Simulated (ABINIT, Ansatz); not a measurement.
# DyAl3 (Pm-3m): zone-centre phonons, part 2 of 3

Aim: the zone-centre modes of DyAl3 (Pm-3m).

ABINIT 10.8.3; DFT PBEsol, scalar-relativistic, plane waves, PseudoDojo norm-conserving, 4f in core pseudopotentials (the lanthanide files made for PBE).

So far. Step 3 (Relaxation): The volume changes by -1.4 % in this run and stands -1.4 % from the first cell. Step 4 (Ground state): The cell stands at -0.73 GPa: the relaxation ran with a smoothed and higher cutoff, and the difference is a stress of the finite basis. The relaxed cell has a = 4.209 Å (conventional setting).

### Step 5. Linear response at Γ

At q = 0 one unit cell holds all displacements. The response is solved for single atoms along the cell's directions, and symmetry skips those that follow from others. The crystal is treated as a metal, which screens a static field, so no field response is asked.

Input file dfpt_gamma.abi:

```

# common to the responses
getwfk_filepath "gso_WFK"
kptopt 2
nqpt 1
qpt 0.0 0.0 0.0
asr 0
chneut 0

# displacements
rfphon 1
rfatpol 1 4
rfdir 1 1 1
tolvrs 1.0d-10
prtwf 0

# basis, mesh and filling
ecut 19.0
ixc -116133
ngkpt 8 8 8
nshiftk 1
shiftk 0.0 0.0 0.0
istwfk *1
occopt 6
tsmear 0.01
nband 17
nstep 100
diemac 1000000.0
prtebands 0
prtgsr 0
useylm 1

# cell and atoms
acell 3*1.0 Angstrom
rprim 
    4.209224344 0.0 0.0
    0.0 4.209224344 0.0
    0.0 0.0 4.209224344
ntypat 2
znucl 66 13
natom 4
typat 1 2 2 2
xred 
    0.0 0.0 0.0
    0.0 0.5 0.5
    0.5 0.0 0.5
    0.5 0.5 0.0
pp_dirpath "./pseudo"
pseudos "Dy.upf, Al.upf"
```

Launch:

```sh
OMP_NUM_THREADS=1 mpirun -n 4 abinit dfpt_gamma.abi > dfpt_gamma.log
```

Numbers of over 12 decimals in the logs are rounded to 6 here.

dfpt_gamma.abo, the main output file:

```text
[banners, grids, parts of the stress and lines that vanish by symmetry left out]
- input  file    -> dfpt_gamma.abi
- output file    -> dfpt_gamma.abo
- root for input  files -> dfpt_gammai
- root for output files -> dfpt_gammao

 Symmetries : space group Pm -3 m (#221); Bravais cP (primitive cubic)
================================================================================
 Values of the parameters that define the memory need of the present run (RF).
     intxc =       0      iscf =       7    lmnmax =      25     lnmax =       7
     mgfft =      32  mpssoang =       4    mqgrid =    3001     natom =       4
  nloc_mem =       1    nspden =       1   nspinor =       1    nsppol =       1
      nsym =      48    n1xccc =    2501    ntypat =       2    occopt =       6
   xclevel =       2
-    mband =          17        mffmem =           1         mkmem =          65
-   mkqmem =          65        mk1mem =          65           mpw =        2012
      nfft =       32768          nkpt =         260
- my_mband =          17
================================================================================
================================================================================

--------------------------------------------------------------------------------
------------- Echo of variables that govern the present computation ------------
--------------------------------------------------------------------------------
-
- outvars: echo of selected default values
-   iomode0 =  0 , fftalg0 =312 , wfoptalg0 =  0
-
- outvars: echo of global parameters not present in the input file
-  max_nthreads =    1
-
 -outvars: echo values of preprocessed input variables
 [... echo left out ...]
================================================================================

 chkinp: Checking input parameters for consistency.

[...]
== DATASET  1 ==================================================================
-   mpi_nproc: 4, omp_nthreads: 1 (-1 if OMP is not activated)

--- !DatasetInfo
iteration_state: {dtset: 1, }
dimensions: {natom: 4, nkpt: 260, mband: 17, nsppol: 1, nspinor: 1, nspden: 1, mpw: 2012, }
cutoff_energies: {ecut:  19.0, pawecutdg:  -1.0, }
electrons: {nelect:   2.00000000E+01, charge:   0.00000000E+00, occopt:   6.00000000E+00, tsmear:   1.00000000E-02, }
meta: {optdriver: 1, rfphon: 1, }
...

 mkfilename: getwfk from: gso_WFK

 Real(R)+Recip(G) space primitive vectors, cartesian coordinates (Bohr,Bohr^-1):
 R(1)=  7.9542812  0.0000000  0.0000000  G(1)=  0.1257185  0.0000000  0.0000000
 R(2)=  0.0000000  7.9542812  0.0000000  G(2)=  0.0000000  0.1257185  0.0000000
 R(3)=  0.0000000  0.0000000  7.9542812  G(3)=  0.0000000  0.0000000  0.1257185
 Unit cell volume ucvol=  5.0327206E+02 bohr^3
 Angles (23,13,12)=  9.00000000E+01  9.00000000E+01  9.00000000E+01 degrees
 setup1 : take into account q-point for computing boxcut.

 getcut: wavevector=  0.0000  0.0000  0.0000  ngfft=  32  32  32
         ecut(hartree)=     19.000   => boxcut(ratio)=   2.05025

--- Pseudopotential description ------------------------------------------------
- pspini: atom type   1  psp file is ./pseudo/Dy.upf

- pspini: atom type   2  psp file is ./pseudo/Al.upf

   6.06154287E+02                                ecore*ucvol(ha*bohr**3)
--------------------------------------------------------------------------------

 ==>  initialize data related to q vector <==

 The list of irreducible perturbations for this q vector is:
    1)    idir= 1    ipert=   1
    2)    idir= 1    ipert=   2
    3)    idir= 2    ipert=   2

[...]
The perturbation idir=   2  ipert=   1 is
 symmetric of a previously calculated perturbation.
 So, its SCF calculation is not needed.

 The perturbation idir=   3  ipert=   1 is
 symmetric of a previously calculated perturbation.
 So, its SCF calculation is not needed.

 The perturbation idir=   3  ipert=   2 is
 symmetric of a previously calculated perturbation.
 So, its SCF calculation is not needed.

 The perturbation idir=   1  ipert=   3 is
 symmetric of a previously calculated perturbation.
 So, its SCF calculation is not needed.

[...]
The perturbation idir=   2  ipert=   4 is
 symmetric of a previously calculated perturbation.
 So, its SCF calculation is not needed.

 The perturbation idir=   3  ipert=   4 is
 symmetric of a previously calculated perturbation.
 So, its SCF calculation is not needed.

--------------------------------------------------------------------------------
 Perturbation wavevector (in red.coord.)   0.000000  0.000000  0.000000
 Perturbation : displacement of atom   1   along direction   1
 Found     8 symmetries that leave the perturbation invariant.

[...]
dfpt_looppert : total number of electrons, from k and k+q
  fully or partially occupied states are    2.000000E+01 and    2.000000E+01.
 Initialisation of the first-order wave-functions :
  ireadwf=   0

--- !BeginCycle
iteration_state: {dtset: 1, }
solver: {iscf: 7, nstep: 100, nline: 4, wfoptalg: 0, }
tolerances: {tolvrs: 1.00E-10, }
...

     iter   2DEtotal(Ha)        deltaE(Ha) residm    vres2
-ETOT  1   9.152261     -1.407E+03 3.690E+00 2.691E+03
 ETOT  2   7.071595     -2.081E+00 8.495E-02 2.041E+00
 ETOT  3   7.069311     -2.284E-03 8.602E-03 7.578E-02
 ETOT  4   7.069215     -9.550E-05 1.142E-03 7.327E-03
 ETOT  5   7.069209     -5.945E-06 1.285E-04 1.766E-05
[...]
At SCF step    8       vres2   =  8.30E-12 < tolvrs=  1.00E-10 =>converged.
[...]
Mean square residual over all n,k,spin=   92.022E-11; max=  69.938E-08

 Thirteen components of 2nd-order total energy (hartree) are
 1,2,3: 0th-order hamiltonian combined with 1st-order wavefunctions
     kin0=   9.25544839E+02 eigvalue=   1.56813599E+02  local=  -5.24036649E+02
 4,5,6: 1st-order hamiltonian combined with 1st and 0th-order wfs
 loc psp =  -2.02576756E+03  Hartree=   5.26206658E+02     xc=  -1.10765384E+02
 note that "loc psp" includes a xc core correction that could be resolved
 7,8,9: eventually, occupation + non-local contributions
    edocc=   1.75672235E+02     enl0=   2.60000457E+02   enl1=  -7.93103951E+02
 1-9 gives the relaxation energy (to be shifted if some occ is /=2.0)
   erelax=  -1.40943575E+03
 10,11,12 Non-relaxation  contributions : frozen-wavefunctions and Ewald
 fr.local=   9.39928039E+02 fr.nonlo=   3.98286167E+02  Ewald=   5.21342179E+01
 13,14 Frozen wf xc core corrections (1) and (2)
 frxc 1  =  -1.90593293E+02  frxc 2 =   2.16749832E+02
 Resulting in :
 2DEtotal=    0.7069209262E+01 Ha. Also 2DEtotal=    0.192362983679E+03 eV
    (2DErelax=   -1.4094357534E+03 Ha. 2DEnonrelax=    1.4165049627E+03 Ha)
    (  non-var. 2DEtotal :    7.0692080404E+00 Ha)

[...]
Perturbation wavevector (in red.coord.)   0.000000  0.000000  0.000000
 Perturbation : displacement of atom   2   along direction   1
 Found     8 symmetries that leave the perturbation invariant.

[...]
dfpt_looppert : total number of electrons, from k and k+q
  fully or partially occupied states are    2.000000E+01 and    2.000000E+01.
 Initialisation of the first-order wave-functions :
  ireadwf=   0

--- !BeginCycle
iteration_state: {dtset: 1, }
solver: {iscf: 7, nstep: 100, nline: 4, wfoptalg: 0, }
tolerances: {tolvrs: 1.00E-10, }
...

     iter   2DEtotal(Ha)        deltaE(Ha) residm    vres2
-ETOT  1   2.518471     -3.567E+01 3.491E-01 7.522E+02
[...]
At SCF step    8       vres2   =  1.03E-12 < tolvrs=  1.00E-10 =>converged.
[...]
Mean square residual over all n,k,spin=   12.906E-11; max=  11.652E-08

 Thirteen components of 2nd-order total energy (hartree) are
 1,2,3: 0th-order hamiltonian combined with 1st-order wavefunctions
     kin0=   2.85539560E+01 eigvalue=  -2.37069778E+00  local=  -1.77178837E+01
 4,5,6: 1st-order hamiltonian combined with 1st and 0th-order wfs
 loc psp =  -8.45515151E+00  Hartree=   8.25847139E+00     xc=  -2.63079161E+00
 note that "loc psp" includes a xc core correction that could be resolved
 7,8,9: eventually, occupation + non-local contributions
    edocc=   3.12122079E+00     enl0=   1.88886084E+01   enl1=  -6.37506156E+01
 1-9 gives the relaxation energy (to be shifted if some occ is /=2.0)
   erelax=  -3.61028835E+01
 10,11,12 Non-relaxation  contributions : frozen-wavefunctions and Ewald
 fr.local=   1.77467654E+00 fr.nonlo=   3.66621381E+01  Ewald=   7.04368896E-01
 13,14 Frozen wf xc core corrections (1) and (2)
 frxc 1  =  -5.28417223E+00  frxc 2 =   4.33435378E+00
 Resulting in :
 2DEtotal=    0.2088481527E+01 Ha. Also 2DEtotal=    0.568304775091E+02 eV
    (2DErelax=   -3.6102883516E+01 Ha. 2DEnonrelax=    3.8191365043E+01 Ha)
    (  non-var. 2DEtotal :    2.0884815001E+00 Ha)

[...]
Perturbation wavevector (in red.coord.)   0.000000  0.000000  0.000000
 Perturbation : displacement of atom   2   along direction   2
 Found     4 symmetries that leave the perturbation invariant.

--------------------------------------------------------------------------------

--------------------------------------------------------------------------------

 dfpt_looppert : total number of electrons, from k and k+q
  fully or partially occupied states are    2.000000E+01 and    2.000000E+01.
 Initialisation of the first-order wave-functions :
  ireadwf=   0

--- !BeginCycle
iteration_state: {dtset: 1, }
solver: {iscf: 7, nstep: 100, nline: 4, wfoptalg: 0, }
tolerances: {tolvrs: 1.00E-10, }
...

     iter   2DEtotal(Ha)        deltaE(Ha) residm    vres2
-ETOT  1   4.584224     -3.932E+01 4.455E-01 9.514E+02
[...]
ETOT  7   4.032020     -2.387E-11 1.007E-06 1.176E-10
 ETOT  8   4.032020     -1.421E-14 2.842E-07 1.156E-12

 At SCF step    8       vres2   =  1.16E-12 < tolvrs=  1.00E-10 =>converged.
[...]
Mean square residual over all n,k,spin=   29.225E-11; max=  28.422E-08

 Thirteen components of 2nd-order total energy (hartree) are
 1,2,3: 0th-order hamiltonian combined with 1st-order wavefunctions
     kin0=   3.16518611E+01 eigvalue=  -2.93613326E+00  local=  -2.12847814E+01
 4,5,6: 1st-order hamiltonian combined with 1st and 0th-order wfs
 loc psp =  -5.75094755E+00  Hartree=   8.94450047E+00     xc=  -2.89113132E+00
 note that "loc psp" includes a xc core correction that could be resolved
 7,8,9: eventually, occupation + non-local contributions
    edocc=   3.15215027E+00     enl0=   2.32342071E+01   enl1=  -7.39903983E+01
 1-9 gives the relaxation energy (to be shifted if some occ is /=2.0)
   erelax=  -3.98706729E+01
 10,11,12 Non-relaxation  contributions : frozen-wavefunctions and Ewald
 fr.local=  -4.07508827E+01 fr.nonlo=   4.60376726E+01  Ewald=   3.99333476E+01
 13,14 Frozen wf xc core corrections (1) and (2)
 frxc 1  =  -5.17469976E+00  frxc 2 =   3.85725536E+00
 Resulting in :
 2DEtotal=    0.4032020221E+01 Ha. Also 2DEtotal=    0.109716859583E+03 eV
    (2DErelax=   -3.9870672922E+01 Ha. 2DEnonrelax=    4.3902693143E+01 Ha)
    (  non-var. 2DEtotal :    4.0320202307E+00 Ha)

[...]
---- first-order wavefunction calculations are completed ----

 ==> Compute Derivative Database <==

 [... matrices left out ...]
  Phonon wavevector (reduced coordinates) :  0.00000  0.00000  0.00000
 Phonon energies in Hartree :
   1.327751E-05  1.327751E-05  1.327751E-05  8.204933E-04  8.204933E-04
   8.204933E-04  1.145168E-03  1.145168E-03  1.145168E-03  1.286410E-03
   1.286410E-03  1.286410E-03
 Phonon frequencies in cm-1    :
-  2.914078E+00  2.914078E+00  2.914078E+00  1.800775E+02  1.800775E+02
-  1.800775E+02  2.513354E+02  2.513354E+02  2.513354E+02  2.823343E+02
-  2.823343E+02  2.823343E+02

== END DATASET(S) ==============================================================
================================================================================

 -outvars: echo values of variables after computation
            acell      1.8897261259E+00  1.8897261259E+00  1.8897261259E+00 Bohr
           etotal      4.0320202209E+00
            fcart      0.0000000000E+00  0.0000000000E+00  0.0000000000E+00
           strten      0.0000000000E+00  0.0000000000E+00  0.0000000000E+00
================================================================================
```

The job ended after 52 s (4 MPI ranks of Arm Neoverse V1, shared host).

This step gave:

```yaml
largest_acoustic_frequency_at_the_zone_centre_before_the_sum_rule: 2.91 cm⁻¹
highest_optical_zone_centre_mode_no_lo_to_term: 282.3 cm⁻¹
lowest_optical_zone_centre_mode: 180.1 cm⁻¹
```

The acoustic modes at Γ come out as far as 2.9 cm⁻¹ from zero, where they should vanish, a small numerical error.

(Continued in part 3 of 3.)

[Host names and launcher messages were left out of these logs when they were recorded.]

[Logs are printed without paths, hosts, clocks, repeated set-up lines and the standing remarks that a program may print on its own settings, such as how far it seeks lower states.]

[Hosts, paths, dates, database ids (printed as entryN), source tags and the programs' standing remarks are cut or masked in the printed files.]
